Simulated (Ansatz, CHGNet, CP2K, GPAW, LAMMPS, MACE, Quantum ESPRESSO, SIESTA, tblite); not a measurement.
**tblite on glassy 67P2O5-33MgO (mol %) (80 atoms): settings against a plane-wave reference**

Aim: run glassy 67P2O5-33MgO (mol %) (80 atoms) in tblite and see how near its forces come to a plane-wave reference, and at what cost.

Program: tblite 0.8.0. Level of theory: the method is named at each step. Results are calculated unless marked as measured.

### 1. Set-up

The cell holds 80 atoms: 20 P, 5 Mg and 55 O. Its edges and angles: a = 10.514 Å, b = 10.514 Å, c = 10.514 Å, α = 90.0°, β = 90.0°, γ = 90.0°. 80 atoms (20 P, 5 Mg, 55 O) placed at random at 2.32 g/cm³, melted at 4000 K for 10 ps at fixed volume with the Morse and Coulomb pair potential with partial charges (Pedone, Malavasi, Menziani, Cormack and Segre, J. Phys. Chem. B 110, 11780 (2006)). Quenched from 4000 K to 300 K at 25 K/ps and fixed volume, held 5 ps.

The yardstick, on the same geometry:

- method: Kohn-Sham DFT, PBE, SSSP efficiency 1.3.0 pseudopotentials, plane waves (Quantum ESPRESSO 7.5); sssp-pbe-1.3.0-efficiency, cutoffs 60/480 Ry, Γ point
- r.m.s. force component: 1.479 eV/Å
- longest force: 6.598 eV/Å
- pressure: 2.264 GPa
- gap (highest filled to lowest empty level): 1.154 eV
- time: 2 min on 4 MPI ranks of Arm Neoverse V2, shared host
- CPU time: 7.8 min

### 2. GFN1-xTB

Method: GFN1-xTB tight binding, diagonalisation.

The input, run.py:

```python
import numpy as np
from ase.io import read
from tblite.ase import TBLite

atoms = read("structure.xyz")
atoms.calc = TBLite(method="GFN1-xTB", electronic_temperature=580, accuracy=1.0, max_iterations=250, mixer_damping=0.4, verbosity=1)
energy = atoms.get_potential_energy()
forces = atoms.get_forces()
print(f"energy {energy:.6f} eV")
print("forces (eV/A)")
for i, (a, f) in enumerate(zip(atoms, forces)):
    print(f"{i:4d} {a.symbol:2s} {f[0]:10.5f} {f[1]:10.5f} {f[2]:10.5f}")
stress = -atoms.get_stress(voigt=False) * 160.21766
print("stress (GPa, compression positive)")
for row in stress:
    print(" ".join(f"{x:10.4f}" for x in row))
print("charges (e)")
print(np.array2string(atoms.get_charges(), precision=4, suppress_small=True, max_line_width=110, threshold=100000))
```

The input, structure.xyz:

```xyz
80
Lattice="10.51380 0.00000 0.00000 0.00000 10.51380 0.00000 0.00000 0.00000 10.51380" Properties=species:S:1:pos:R:3 pbc="T T T"
P 0.83259 0.79221 5.96322
P 6.05658 4.80712 0.91302
P 5.56317 3.67279 6.15604
P 0.46092 5.77975 7.26230
P 6.74965 3.06961 8.97900
P 5.48105 10.43968 2.40251
P 4.19185 7.20826 0.60097
P 2.03947 3.84532 2.89908
P 9.73021 3.95456 9.37253
P 2.11212 10.40267 8.60123
P 10.41255 8.97921 10.31425
P 6.21134 0.91449 5.20738
P 5.92558 6.47587 4.93549
P 10.37218 3.58121 5.12001
P 8.97889 5.56432 1.43398
P 3.17874 6.66060 3.44832
P 7.95716 8.42671 8.43385
P 8.66873 9.66586 5.71131
P 10.00767 0.85309 1.71848
P 3.22490 5.65401 8.67935
Mg 2.26352 2.81349 10.20375
Mg 7.94633 8.11466 2.84030
Mg 5.54929 10.35273 9.84744
Mg 4.82678 8.82770 7.22077
Mg 2.46612 0.71178 3.12775
O 6.57533 9.02158 8.58410
O 0.10924 7.17010 7.07379
O 2.94176 2.68459 3.18757
O 1.65540 0.51423 4.79934
O 2.23965 7.61883 4.08903
O 6.17444 3.53958 7.61840
O 3.37093 4.26398 9.28715
O 1.82814 3.91502 1.40244
O 9.11504 8.83727 9.45432
O 4.46447 6.45453 4.27964
O 6.06057 0.68119 3.70874
O 9.98306 9.90137 0.96695
O 9.56262 0.70306 3.11293
O 1.47677 0.41519 7.29595
O 3.66437 7.08146 2.03137
O 5.74779 0.63430 1.12182
O 5.99655 7.70525 5.84893
O 6.86593 6.60309 3.77487
O 3.14678 9.33941 8.21107
O 5.20233 0.15729 6.09716
O 8.73087 7.05245 1.38561
O 10.02344 10.43694 5.94040
O 8.44290 9.03482 7.10743
O 4.55973 8.57852 0.13699
O 8.29675 3.41394 8.96901
O 5.35121 6.16077 0.62294
O 0.26915 2.92431 9.39408
O 0.98188 1.01542 1.78514
O 0.34170 2.27971 5.95386
O 4.04340 10.20890 2.77259
O 6.10368 2.41512 5.48169
[... 20 atom lines left out ...]
O 0.37292 4.79976 6.00611
O 6.30860 9.12829 2.36855
O 9.21724 1.89995 1.00018
O 9.66618 5.19298 2.70835
```

Started as:

```console
> OMP_NUM_THREADS=1 python run.py > output.txt
```

What it wrote:

```text
------------------------------------------------------------
  cycle        total energy    energy error   density error
------------------------------------------------------------
      1     -295.8049770136  -2.9719301E+02   1.0599175E+00
      2     -284.1642021446   1.1640775E+01   1.0527310E+00
      3     -300.5899376178  -1.6425735E+01   6.1573409E-01
      4     -318.4695737331  -1.7879636E+01   1.0550896E-01
      5     -317.2477211598   1.2218526E+00   1.4346193E-01
      6     -318.8473030758  -1.5995819E+00   4.8667220E-02
      7     -318.8599473104  -1.2644235E-02   3.8599219E-02
      8     -318.8672925234  -7.3452130E-03   3.0268154E-02
      9     -318.9169978865  -4.9705363E-02   1.2475121E-02
     10     -318.7904060485   1.2659184E-01   4.9160125E-02
     11     -318.9221467264  -1.3174068E-01   5.1182318E-03
     12     -318.9234803824  -1.3336561E-03   3.0042060E-03
     13     -318.9235665419  -8.6159453E-05   3.6960136E-03
     14     -318.9236728969  -1.0635502E-04   3.2764888E-03
     15     -318.9237912969  -1.1839997E-04   2.8561024E-03
     16     -318.9239573330  -1.6603611E-04   2.1970747E-03
     17     -318.9240264038  -6.9070754E-05   1.8559939E-03
     18     -318.9241141318  -8.7728052E-05   1.3062430E-03
     19     -318.9241784709  -6.4339141E-05   6.5883088E-04
     20     -318.9241907982  -1.2327303E-05   4.3513375E-04
     21     -318.9241986670  -7.8687594E-06   1.8227944E-04
     22     -318.9241999257  -1.2587122E-06   8.9812046E-05
     23     -318.9242002923  -3.6661811E-07   2.9953102E-05
     24     -318.9242003367  -4.4392152E-08   4.8136375E-06
------------------------------------------------------------
 total:                                   3.193 sec
energy -8678.369528 eV
forces (eV/A)
   0 P    -0.72433    0.44243   -1.78189
   1 P    -2.07699   -1.49805    3.45483
   2 P    -6.19209    2.28657    1.29533
   3 P     0.12712    1.94107   -1.09452
   4 P    -0.01085   -2.28837    0.67684
   5 P     0.07804   -4.02401   -1.46331
   6 P     1.14999    2.15290   -2.67667
   7 P     1.20512   -3.41759   -3.29219
   8 P     1.42380   -1.17585    1.64960
   9 P     2.77055   -2.33998    2.50181
  10 P     0.02118   -2.23888    2.46608
  11 P    -2.95277   -4.30880    1.59959
  12 P     1.98000    3.94624   -1.46543
  13 P    -2.83611    0.30659    0.22572
  14 P     2.22117    2.28709    4.20834
  15 P    -2.78674    2.56839    3.42257
  16 P    -1.20632   -5.72262    2.12175
  17 P     1.81599   -1.95468   -1.19600
  18 P    -1.59273    3.00366    1.13961
  19 P     4.49820   -3.31468   -1.47805
  20 Mg   -0.45631    0.28787    0.44639
  21 Mg   -0.45557   -0.14507   -0.52551
  22 Mg    0.41022   -0.07770    0.50594
  23 Mg    0.42330   -0.57046   -0.03689
[...]
72 O    -0.21015   -0.12136    0.92174
  73 O     0.85239   -1.55674    0.90939
  74 O     0.09253    1.83768   -0.16916
  75 O    -0.81155   -0.88871    0.20782
  76 O     1.24743    0.74141    0.04064
  77 O     0.14610    0.31622    0.60847
  78 O     0.39778   -0.37553   -1.17247
  79 O    -0.89536   -0.44621   -1.83130
stress (GPa, compression positive)
    3.2322     0.7105     0.9856
    0.7105     1.3992    -0.4382
    0.9856    -0.4382     3.3465
charges (e)
[ 0.5618  0.5539  0.5599  0.5558  0.5622  0.5545  0.5656  0.5612  0.5625  0.5523  0.5493  0.5596  0.5592
  0.5619  0.5559  0.5511  0.5518  0.5644  0.5403  0.555   0.8457  0.8808  0.8427  0.8316  0.8563 -0.4158
 -0.2813 -0.4005 -0.3155 -0.3189 -0.1596 -0.42   -0.3741 -0.2069 -0.1956 -0.1615 -0.2351 -0.4525 -0.1566
 -0.135  -0.3912 -0.3663 -0.3662 -0.3987 -0.3914 -0.3946 -0.1641 -0.1739 -0.3255 -0.1548 -0.1833 -0.3244
 -0.466  -0.1969 -0.4204 -0.1199 -0.1595 -0.179  -0.3261 -0.3009 -0.299  -0.1567 -0.1785 -0.3267 -0.3924
 -0.3783 -0.3275 -0.3565 -0.1722 -0.1625 -0.1917 -0.1514 -0.1584 -0.1374 -0.3795 -0.1764 -0.1934 -0.4449
 -0.4324 -0.3477]
```

Run time: 3.8 s. Hardware: 1 thread of Arm Neoverse V2, shared host; peak memory 0.11 GiB.

Banners, paths, timers and routine set-up lines are dropped from the logs unmarked, and long logs keep their key lines alone; longer cuts are marked.

Compared with the plane-wave run:

```
r.m.s. force component                  : 1.549 eV/Å
r.m.s. difference of force components   : 491.8 meV/Å
longest difference of force vectors     : 1779 meV/Å
force difference over r.m.s. force      : 33.26 %
slope of forces against the reference's : 0.9933
correlation of force components         : 0.9483
pressure                                : 2.659 GPa
pressure difference                     : 0.3953 GPa
```

Length of the force difference by element (eV/Å):

| element | atoms | mean | most |
| --- | --- | --- | --- |
| Mg | 5 | 0.68 | 1.0 |
| O | 55 | 0.62 | 1.5 |
| P | 20 | 1.2 | 1.8 |

The surroundings of O80, which has 1 bonded neighbour where the commonest count for O is 2, nearest first, numbered as they follow in the input and with coordinates relative to it.

| atom | x | y | z | distance (Å) | bonds | Mulliken charge (e) | Fx | Fy | Fz (eV/Å) |
| --- | --- | --- | --- | --- | --- | --- | --- | --- | --- |
| O80 | 0.00 | 0.00 | 0.00 | 0.00 | 1 | -0.35 | -0.90 | -0.45 | -1.83 |
| P15 | -0.69 | 0.37 | -1.27 | 1.49 | 4 | 0.56 | 2.22 | 2.29 | 4.21 |
| O46 | -0.94 | 1.86 | -1.32 | 2.47 | 2 | -0.39 | 0.14 | 0.42 | -0.49 |
| O57 | -0.05 | -0.39 | -2.54 | 2.57 | 2 | -0.16 | 0.44 | -0.20 | -1.33 |
| O72 | 1.61 | -1.67 | 1.15 | 2.59 | 2 | -0.15 | -0.69 | 0.92 | 0.39 |
| O76 | -2.16 | -0.16 | -1.49 | 2.62 | 2 | -0.18 | -0.81 | -0.89 | 0.21 |
| P14 | 0.71 | -1.61 | 2.41 | 2.99 | 4 | 0.56 | -2.84 | 0.31 | 0.23 |
| O61 | -0.76 | -1.63 | 2.50 | 3.08 | 1 | -0.30 | 1.15 | 0.03 | -1.17 |
| P8 | 2.89 | -1.35 | 0.19 | 3.19 | 4 | 0.56 | 1.21 | -3.42 | -3.29 |
| O33 | 2.68 | -1.28 | -1.31 | 3.24 | 2 | -0.37 | -0.84 | 0.01 | 0.34 |
| O43 | -2.80 | 1.41 | 1.07 | 3.31 | 2 | -0.37 | 0.16 | -0.16 | 0.70 |
| Mg22 | -1.72 | 2.92 | 0.13 | 3.39 | 4 | 0.88 | -0.46 | -0.15 | -0.53 |
| O73 | 3.44 | 0.06 | 0.55 | 3.49 | 2 | -0.16 | -0.21 | -0.12 | 0.92 |
| O77 | 1.22 | -0.39 | 3.30 | 3.54 | 2 | -0.19 | 1.25 | 0.74 | 0.04 |

Atoms are counted from 1 here, from 0 in the log.

Forces lie 33 % from the reference's, at 0.0079 times its CPU time (on 1 against 4 cores).

### 3. Results

| Item | Value |
| --- | --- |
| force difference from the reference | tblite GFN1-xTB, 33 % |
| its CPU time | 3.7 s |

**Reading.** Tight binding differs by 33 % (tblite GFN1-xTB); it is another model, with fitted parameters of its own, and the xTB methods hold dispersion. One electronic-structure run takes under half the reference's CPU time: tblite GFN1-xTB, at 33 % in 3.7 s against 7.8 min. Periodic xTB results under one method name differ between programs and library versions. The reference's pressure holds the uncorrected Pulay stress of its 60 Ry basis, so small pressure differences, and their order, may be the reference's own error. In our tests on small cells the SSSP efficiency potentials stood apart from two norm-conserving sets, for C–F bonds most and for P–O bonds less, so differences between them and other runs here needn't be the other run's error. The quench rate of 25 K/ps is many orders above laboratory rates, so the cell is likely richer in defects and strain than a real sample. The network of bonds at the start is that of the classical potential that made the cell, and needn't be the one that DFT or experiment would give. The electronic-structure runs sample only Γ, in a cell whose shortest periodic width is 11 Å.

[Also dropped from logs without a mark: logging warnings of Python, and SIESTA's first energy breakdown and zero terms.]

[Logs are printed without paths, hosts, clocks, repeated set-up lines and the standing remarks that a program may print on its own settings, such as how far it seeks lower states.]

[Hosts, paths, dates, database ids (printed as entryN), source tags and the programs' standing remarks are cut or masked in the printed files.]
